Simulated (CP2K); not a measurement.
Two runs for the C K edge of acetaldoxime. Run A: CP2K XAS_TDP, all-electron GAPW, PBEh(45%), aug-cc-pVDZ, TDA, no relativity. Run B differs in one setting.

First lines with a strength over 0.0015. A:

| atom | energy (eV) | states | strength, one atom |
| --- | --- | --- | --- |
| C1 (bonded to C and 3 H) | 283.92 | 1 | 0.0051 |
|  | 284.73 | 1 | 0.0227 |
|  | 284.84 | 1 | 0.0122 |
|  | 285.20 | 1 | 0.0021 |
|  | 285.77 | 1 | 0.0095 |
| C2 (bonded to C, N and H) | 281.56 | 1 | 0.0579 |
|  | 285.02 | 1 | 0.0112 |
|  | 285.90 | 1 | 0.0049 |
|  | 286.74 | 1 | 0.0044 |
|  | 287.49 | 1 | 0.0063 |

B:

| atom | energy (eV) | states | strength, one atom |
| --- | --- | --- | --- |
| C1 (bonded to C and 3 H) | 285.98 | 1 | 0.0065 |
|  | 286.77 | 1 | 0.0263 |
|  | 286.95 | 1 | 0.0151 |
|  | 287.40 | 1 | 0.0023 |
|  | 287.94 | 1 | 0.0105 |
| C2 (bonded to C, N and H) | 283.59 | 1 | 0.0611 |
|  | 287.14 | 1 | 0.0142 |
|  | 288.10 | 1 | 0.0046 |
|  | 289.01 | 1 | 0.0053 |
|  | 289.71 | 1 | 0.0060 |

Question: Which was it: scalar relativity switched on, the basis, GW2X switched on, the functional?

The functional (functional from PBEh(45%) to BHandHLYP; the lines alone don't name the new value). A functional moves all lines by electronvolts and changes their spacings and strengths. Against PBEh(45%) in aug-cc-pVDZ, the leading lines move by +2.04 eV (C1, to 286.77) and +2.03 eV (C2, to 283.59); the strength of C1's goes from 0.0227 to 0.0263. The next line of C1 over the strength cut lies 0.18 eV higher, against 0.11.

[Hosts, paths, dates, database ids (printed as entryN), source tags and the programs' standing remarks are cut or masked in the printed files.]
